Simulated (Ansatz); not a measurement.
# λ, α²F and ρ(T) of TaZnAu in the AlB2 type

Question: is the lattice of TaZnAu in the AlB2 type stable, and if so, what are its coupling constant and resistivity?

Main program and level: Ansatz 0.2.0; DFT PBE, scalar-relativistic, plane waves, PAW; PAW set soft_1.

Most raw output is cut from this account.

The structure was built from a prototype and need not be the compound's stable phase.

## Step 1: Starting point

It takes space group P-6m2 (No. 187, hexagonal). Conventional cell: a = 3.809 Å, b = 3.809 Å, c = 3.999 Å, α = 90.00°, β = 90.00°, γ = 120.00°. Nearest to Ta lie 6 Zn at 2.97 Å and 6 Au at 2.97 Å. Nearest to Zn lie 3 Au at 2.20 Å and 6 Ta at 2.97 Å. Nearest to Au lie 3 Zn at 2.20 Å and 6 Ta at 2.97 Å. Farther neighbours are not listed.

## Step 2: Rough relaxation

Large forces or a large pressure at the start call for a first relaxation with loose thresholds.

input.yaml

```yaml
crystal:
  lattice:
    - [3.80864, 0.0, 0.0]
    - [-1.90432, 3.29838, 0.0]
    - [0.0, 0.0, 3.99907]
  atoms:
    - { symbol: Ta, position: [0.0, 0.0, 0.0] }
    - { symbol: Zn, position: [0.33333333, 0.66666667, 0.5] }
    - { symbol: Au, position: [0.66666667, 0.33333333, 0.5] }
kpoints:
  mp_grid: { grid: [6, 6, 6] }
hamiltonian:
  xc: pbe
  pseudopotentials: { kind: paw, azcp: { folder: soft_1 } }
scf:
  occupations: { method: gaussian, width: 0.1 }
output:
  forces: true
  stress: true
  eigenvalues: true
relax:
  adjacent_minimum: "off"
  f_tol: 0.05
  max_steps: 80
  cell: { stress_tol: 0.5 }
```

Started as:

```bash
> ansatz run input.yaml --threads 4 --pin off --max-ram 12288MiB --backend cpu --events-out ev --progress --plain --runs-dir out
```

It took 22 s on 4 threads of Intel Xeon Platinum 8488C (Sapphire Rapids), shared host; peak memory 0.51 GiB.

The steps of the relaxation:

```
step  energy less that of the first step (eV)  largest force component (eV/Å)  pressure (GPa)  volume (Å³)
   1                                   0.0000                          0.0000           24.68        50.24
   2                                  -0.9132                          0.0000            4.67        54.05
   3                                  -1.4172                          0.0000            1.16        53.71
   4                                  -1.8628                          0.0000            0.35        52.62
   5                                  -2.2503                          0.0000            0.68        51.31
   6                                  -2.5983                          0.0000            1.56        49.95
   7                                  -2.8113                          0.0000            3.38        48.66
   8                                  -2.8368                          0.0000           -0.76        49.58
   9                                  -2.8372                          0.0000            0.37        49.26
  10                                  -2.8374                          0.0000           -0.01        49.38
 11*                                  -2.8667                          0.0000            1.06        49.38
  12                                  -2.8688                          0.0000            0.15        49.63
 13*                                  -2.8689                          0.0000            0.15        49.63
```

Relaxation steps marked * repeat the geometry before them on a plane-wave basis chosen anew for their cell, so energy and pressure can jump there.

The run keeps the 12 symmetry operations that it works with, so distortions that break them were not tested.

```
     cell as run  before  after   change
           a (Å)   3.809  4.452  +16.9 %
           b (Å)   3.809  4.452  +16.9 %
           c (Å)   3.999  2.891  -27.7 %
volume (Å³/atom)   16.75  16.54   -1.2 %
```

Final coordinates:

```cif
data_structure
_symmetry_space_group_name_H-M 'P 1'
_symmetry_Int_Tables_number 1
_cell_length_a 4.4522
_cell_length_b 4.4522
_cell_length_c 2.8911
_cell_angle_alpha 90.000
_cell_angle_beta 90.000
_cell_angle_gamma 120.000
_cell_volume 49.63
loop_
_atom_site_label
_atom_site_type_symbol
_atom_site_fract_x
_atom_site_fract_y
_atom_site_fract_z
_atom_site_occupancy
Ta1 Ta 0.00000 0.00000 0.00000 1
Zn2 Zn 0.33333 0.66667 0.50000 1
Au3 Au 0.66667 0.33333 0.50000 1
```

Numbers from this step:

| Quantity | Value |
| --- | --- |
| pressure | 0.1501 GPa |
| volume per atom | 16.54 Å³/atom |
| metallic on mesh | yes |
| gap on the k-mesh | 0 eV |

The largest force is now zero by symmetry and the largest stress component 0.24 GPa.

## Step 3: Relaxing cell and atoms

The structure is brought to rest under this functional.

input.yaml, the sections that differ from step 2:

```yaml
crystal:
  lattice:
    - [4.4521614979, 0.0, 0.0]
    - [-2.2260807489, 3.8556849589, 0.0]
    - [0.0, 0.0, 2.8911302662]
  atoms:
    - { symbol: Ta, position: [0.0, 0.0, 0.0] }
    - { symbol: Zn, position: [0.3333333333, 0.6666666667, 0.5] }
    - { symbol: Au, position: [0.6666666667, 0.3333333333, 0.5] }
kpoints:
  mp_grid: { grid: [9, 9, 10] }
relax:
  adjacent_minimum: "off"
  f_tol: 0.005
  max_steps: 80
  cell: { stress_tol: 0.05 }
# hamiltonian, scf, output: as in step 2
```

Wall time 16 s (4 threads); peak memory 0.58 GiB; 59 s of CPU time.

The steps of the relaxation:

```
step  energy less that of the first step (eV)  largest force component (eV/Å)  pressure (GPa)  volume (Å³)
   1                                   0.0000                          0.0000            0.38        49.63
   2                                   0.0000                          0.0000           -0.40        49.86
   3                                  -0.0002                          0.0000            0.03        49.73
   4                                  -0.0002                          0.0000            0.00        49.74
   5                                  -0.0003                          0.0000            0.00        49.74
```

The log counts 1 steps on a newly chosen plane-wave basis, not all of them marked here; energy and pressure can jump at such steps.

```
conventional cell, symmetrised  before  after  change
                         a (Å)   4.452  4.459  +0.2 %
                         b (Å)   4.452  4.459  +0.2 %
                         c (Å)   2.891  2.888  -0.1 %
              volume (Å³/atom)   16.54  16.58  +0.2 %
```

Final coordinates:

```cif
data_structure
_symmetry_space_group_name_H-M 'P 1'
_symmetry_Int_Tables_number 1
_cell_length_a 4.4592
_cell_length_b 4.4592
_cell_length_c 2.8884
_cell_angle_alpha 90.000
_cell_angle_beta 90.000
_cell_angle_gamma 120.000
_cell_volume 49.74
loop_
_atom_site_label
_atom_site_type_symbol
_atom_site_fract_x
_atom_site_fract_y
_atom_site_fract_z
_atom_site_occupancy
Ta1 Ta 0.00000 0.00000 0.00000 1
Zn2 Zn 0.33333 0.66667 0.50000 1
Au3 Au 0.66667 0.33333 0.50000 1
```

This step gave:

- pressure: -0.001594 GPa
- volume per atom: 16.58 Å³/atom

The largest force is now zero by symmetry and the largest stress component 0.0038 GPa.

## Step 4: Relaxing tightly for phonons

No force is left; the cell is relaxed once more with another smearing and tight thresholds.

input.yaml, the sections that differ from step 3:

```yaml
crystal:
  lattice:
    - [4.4591814071, 0.0, 0.0]
    - [-2.2295907035, 3.8617643787, 0.0]
    - [0.0, 0.0, 2.8884063818]
  atoms:
    - { symbol: Ta, position: [0.0, 0.0, 0.0] }
    - { symbol: Zn, position: [0.3333333333, 0.6666666667, 0.5] }
    - { symbol: Au, position: [0.6666666667, 0.3333333333, 0.5] }
scf:
  occupations: { method: methfessel_paxton, width: 0.2 }
relax:
  adjacent_minimum: "off"
  f_tol: 0.001
  max_steps: 60
  cell: { stress_tol: 0.01 }
# kpoints, hamiltonian, output: as in step 3
```

The job ended after 14 s (4 threads; peak memory 0.58 GiB; 54 s of CPU time).

Little changed from the start: no atom moved by 0.005 Å and no cell edge by 0.1 %.

This step gave:

- pressure: -0.002357 GPa

The largest force is now zero by symmetry and the largest stress component 0.0032 GPa, small enough for phonons.

## Step 5: Phonons: q 2×2×2, k 4×4×6

Before any scattering is computed, the phonons show whether the structure is a minimum.

input.yaml

```yaml
crystal:
  lattice:
    - [4.4583861708, 0.0, 0.0]
    - [-2.2291930854, 3.8610756838, 0.0]
    - [0.0, 0.0, 2.8893041196]
  atoms:
    - { symbol: Ta, position: [0.0, 0.0, 0.0] }
    - { symbol: Zn, position: [0.3333333333, 0.6666666667, 0.5] }
    - { symbol: Au, position: [0.6666666667, 0.3333333333, 0.5] }
kpoints:
  mp_grid: { grid: [4, 4, 6] }
hamiltonian:
  xc: pbe
  pseudopotentials: { kind: paw, azcp: { folder: soft_1 } }
scf:
  occupations: { method: methfessel_paxton, width: 0.2 }
output:
  eigenvalues: true
phonons:
  method: dfpt
  qmesh: [2, 2, 2]
  temperatures: { t_max: 1000, t_step: 50 }
  qpath:
    path:
      - [[0.0, 0.0, 0.0], [0.5, 0.0, 0.0], [0.33333333, 0.33333333, 0.0], [0.0, 0.0, 0.0], [0.0, 0.0, 0.5], [0.5, 0.0, 0.5], [0.33333333, 0.33333333, 0.5], [0.0, 0.0, 0.5]]
      - [[0.5, 0.0, 0.5], [0.5, 0.0, 0.0]]
      - [[0.33333333, 0.33333333, 0.5], [0.33333333, 0.33333333, 0.0]]
    npoints: 10
```

Run time: 24 s. Hardware: 4 threads; peak memory 0.67 GiB; 88 s of CPU time.

This step gave:

* zero point energy: 0.06968 eV/cell
* share of imaginary modes in the plain interpolation between solved wavevectors: 0
* highest frequency, solved or plainly interpolated: 227 cm⁻¹
* Debye temperature (second moment): 253 K

Solved on the 2×2×2 mesh alone; all other wavevectors are interpolated. The phonon branches at the labelled points (cm⁻¹):

```
    point  branch 1  branch 2  branch 3  branch 4  branch 5  branch 6  branch 7  branch 8  branch 9
        Γ         0         0         0        70       102       125       125       219       219
  halfway        35        50        62        80        90       111       116       215       224
        M        41        56        75        79        80       103       129       208       227
  halfway        42        54        73        79        82        94       138       208       226
        K        42        53        75        78        78        89       146       208       225
  halfway        39        54        59        87        88       105       118       215       224
        Γ         0         0         0        70       102       125       125       219       219
  halfway        62        62        85       102       129       131       131       216       216
        A        82        82        92       140       140       150       150       212       212
  halfway        79        94       100       126       132       139       152       209       216
        L        76        96       107       124       125       126       150       205       219
  halfway        75        97       110       116       123       134       148       203       220
        H        75        96       112       115       118       140       145       201       221
  halfway        78        97       101       122       133       136       152       208       217
        A        82        82        92       140       140       150       150       212       212
jump to L        76        96       107       124       125       126       150       205       219
  halfway        77        80        90        99       112       112       133       206       223
        M        41        56        75        79        80       103       129       208       227
jump to H        75        96       112       115       118       140       145       201       221
  halfway        76        80        89        89       107       118       140       205       223
        K        42        53        75        78        78        89       146       208       225
```

Lowest modes at the softest wavevector of the mesh. The modes at q = (0.500, 0.500, 0.000) (shares of kinetic energy by element, %):

```
mode  frequency (cm⁻¹)  Ta %  Zn %  Au %
   1              40.8    73     0    26
   2              56.4    26     1    73
   3              75.2    28     8    65
   4              79.3     1    98     1
   5              80.5    72     5    22
   6             102.6    67    18    15
```

Displacements in mode 1 (40.8 cm⁻¹), the largest set to 1, in the home cell:
```
Ta1  0.00  0.00  1.00
Zn2  0.00  0.00  0.07
Au3  0.00  0.00 -0.58
```

Displacements in mode 6 (102.6 cm⁻¹), the largest set to 1, in the home cell:
```
Ta1  0.58  1.00  0.00
Zn2  0.50  0.87  0.00
Au3 -0.26 -0.45  0.00
```

Among the solved wavevectors the lowest mode, translations apart, is 40.8 cm⁻¹, so these are real on this k mesh.

## Step 6: Coupling and resistivity: q 2×2×2, k 4×4×6, scattering 8×8×8

The cheapest meshes give a first estimate and the cost of a run.

Edit input.yaml of step 5 so:

```diff
@@ -28 +28,6 @@
     npoints: 10
+  electrical_resistivity:
+    mesh: [8, 8, 8]
+    temperatures: [20.0, 50.0, 77.0, 100.0, 150.0, 200.0, 300.0, 400.0, 600.0, 800.0]
+  superconductivity: { mesh: [8, 8, 8], eliashberg_equations: false }
+  electron_occupations: "off"
```

It took 45 s on 4 threads; peak memory 0.77 GiB; 2.8 min of CPU time.

This step gave:

| Quantity | Value |
| --- | --- |
| resistivity at 300 K | 56.31 μΩ cm, mean of the axes |
| coupling constant λ | 0.453 |
| density of states at the Fermi level | 0.8552 states/eV a spin and cell |
| log mean phonon energy ħω_log | 11.64 meV |
| transport coupling constant λ_tr | 0.4739, 0.4739, 0.5114 (xx, yy, zz) |
| Drude plasma energy | 2.73, 2.73, 5.498 eV (xx, yy, zz) |
| resistivity times mean free path | 29.01, 29.01, 7.014 × 10⁻¹⁶ Ω m² (xx, yy, zz) |
| second-moment phonon energy ħω₂ | 13.09 meV |

The Eliashberg function α²F has structure finer than the step of the table below, so its rows give means over 1 meV, whole bins alone (the curve runs from 0.11 to 28.0 meV). Peaks (meV: height): α²F 9.3: 0.202, 11.8: 0.453, 16.4: 0.314, 18.1: 0.263, 25.8: 0.110; α²F tr 8.9: 0.240, 11.8: 0.437, 16.4: 0.284, 18.1: 0.177, 25.8: 0.130.

Table of Eliashberg function α²F by phonon energy; means over each step:

```
phonon energy (meV)      α²F   α²F tr
                  1   1.8e-5   3.5e-6
                  2   2.8e-4   1.9e-4
                  3  0.00141  0.00114
                  4  0.00426  0.00393
                  5   0.0195   0.0193
                  6   0.0527   0.0548
                  7   0.0837    0.102
                  8    0.110    0.140
                  9    0.159    0.201
                 10    0.159    0.224
                 11    0.264    0.336
                 12    0.381    0.378
                 13    0.196    0.237
                 14    0.190    0.189
                 15    0.288    0.238
                 16    0.285    0.255
                 17    0.190    0.174
                 18    0.214    0.145
                 19   0.0541   0.0365
                 20        0        0
                 21        0        0
                 22        0        0
                 23        0        0
                 24        0        0
                 25   0.0159   0.0118
                 26   0.0664   0.0741
                 27   0.0456   0.0499
```

By its own test the run is not converged in the mesh. λ = 0.453 and 56.3 μΩ cm at 300 K. The run's own test puts 53 % between its two finest meshes on the component of the resistivity at 300 K that moves most, so it is not converged. By the run's own test λ moves by 10 % between its two finest scattering meshes.

## Step 7: Resistivity: q 3×3×2, k 6×6×8, scattering 8×8×12

The next rung changes the q mesh, which sets the reach of the force constants and couplings; the k mesh of the density and its response; the scattering mesh, which samples the Fermi surface.

Edit input.yaml of step 6 so:

```diff
@@ -10,3 +10,3 @@
 kpoints:
-  mp_grid: { grid: [4, 4, 6] }
+  mp_grid: { grid: [6, 6, 8] }
 hamiltonian:
@@ -20,3 +20,3 @@
   method: dfpt
-  qmesh: [2, 2, 2]
+  qmesh: [3, 3, 2]
   temperatures: { t_max: 1000, t_step: 50 }
@@ -29,5 +29,4 @@
   electrical_resistivity:
-    mesh: [8, 8, 8]
+    mesh: [8, 8, 12]
     temperatures: [20.0, 50.0, 77.0, 100.0, 150.0, 200.0, 300.0, 400.0, 600.0, 800.0]
-  superconductivity: { mesh: [8, 8, 8], eliashberg_equations: false }
-  electron_occupations: "off"
+  superconductivity: { mesh: [8, 8, 12] }
```

Wall time 2.3 min (4 threads); peak memory 0.86 GiB; 8.5 min of CPU time.

This step gave:

| Quantity | Value |
| --- | --- |
| zero point energy | 0.06639 eV/cell |
| Debye temperature (second moment) | 244 K |
| resistivity at 300 K | 99.03 μΩ cm, mean of the axes |
| coupling constant λ | 0.9127 |
| density of states at the Fermi level | 1.152 states/eV a spin and cell |
| log mean phonon energy ħω_log | 9.78 meV |
| transport coupling constant λ_tr | 0.8594, 0.8594, 0.9758 (xx, yy, zz) |
| Drude plasma energy | 2.609, 2.609, 7.248 eV (xx, yy, zz) |
| resistivity times mean free path | 29.63, 29.63, 4.341 × 10⁻¹⁶ Ω m² (xx, yy, zz) |
| second-moment phonon energy ħω₂ | 10.77 meV |

By its own test the run is not converged in the mesh. λ = 0.913 and 99.0 μΩ cm at 300 K, against 0.453 and 56.3 in the run with q 2×2×2, k 4×4×6, scattering 8×8×8 (+101.5 % and +75.9 %). N(E_F) moves by +34.7 % and the coupling-weighted phonon energy by -17.7 %; λ goes as N/ω², which would give +99.1 % if the matrix elements stayed. The run's own test puts 91 % between its two finest meshes on the component of the resistivity at 300 K that moves most, more than that change. By the run's own test λ moves by 48 % between its two finest scattering meshes.

## Step 8: Resistivity: scattering mesh 12×12×20

The next rung changes the scattering mesh, which samples the Fermi surface.

Edit input.yaml of step 7 so:

```diff
@@ -29,4 +29,4 @@
   electrical_resistivity:
-    mesh: [8, 8, 12]
+    mesh: [12, 12, 20]
     temperatures: [20.0, 50.0, 77.0, 100.0, 150.0, 200.0, 300.0, 400.0, 600.0, 800.0]
-  superconductivity: { mesh: [8, 8, 12] }
+  superconductivity: { mesh: [12, 12, 20] }
```

Run time: 2.7 min. Hardware: 4 threads; peak memory 1.2 GiB.

This step gave:

- resistivity at 300 K: 90.45 μΩ cm, mean of the axes
- coupling constant λ: 1.029
- density of states at the Fermi level: 1.216 states/eV a spin and cell
- log mean phonon energy ħω_log: 9.592 meV
- transport coupling constant λ_tr: 0.9243, 0.9243, 1.05 (xx, yy, zz)
- Drude plasma energy: 2.813, 2.813, 6.98 eV (xx, yy, zz)
- resistivity times mean free path: 25.16, 25.16, 4.71 × 10⁻¹⁶ Ω m² (xx, yy, zz)
- second-moment phonon energy ħω₂: 10.55 meV

By its own test the run is not converged in the mesh. λ = 1.03 and 90.5 μΩ cm at 300 K, against 0.913 and 99.0 in the run with q 3×3×2, k 6×6×8, scattering 8×8×12 (+12.7 % and -8.7 %). The run's own test puts 42 % between its two finest meshes on the component of the resistivity at 300 K that moves most, more than that change. By the run's own test λ moves by 17 % between its two finest scattering meshes.

[end of part 1 of 2]

[Logs are printed without paths, hosts, clocks, repeated set-up lines and the standing remarks that a program may print on its own settings, such as how far it seeks lower states.]

[Hosts, paths, dates, database ids (printed as entryN), source tags and the programs' standing remarks are cut or masked in the printed files.]
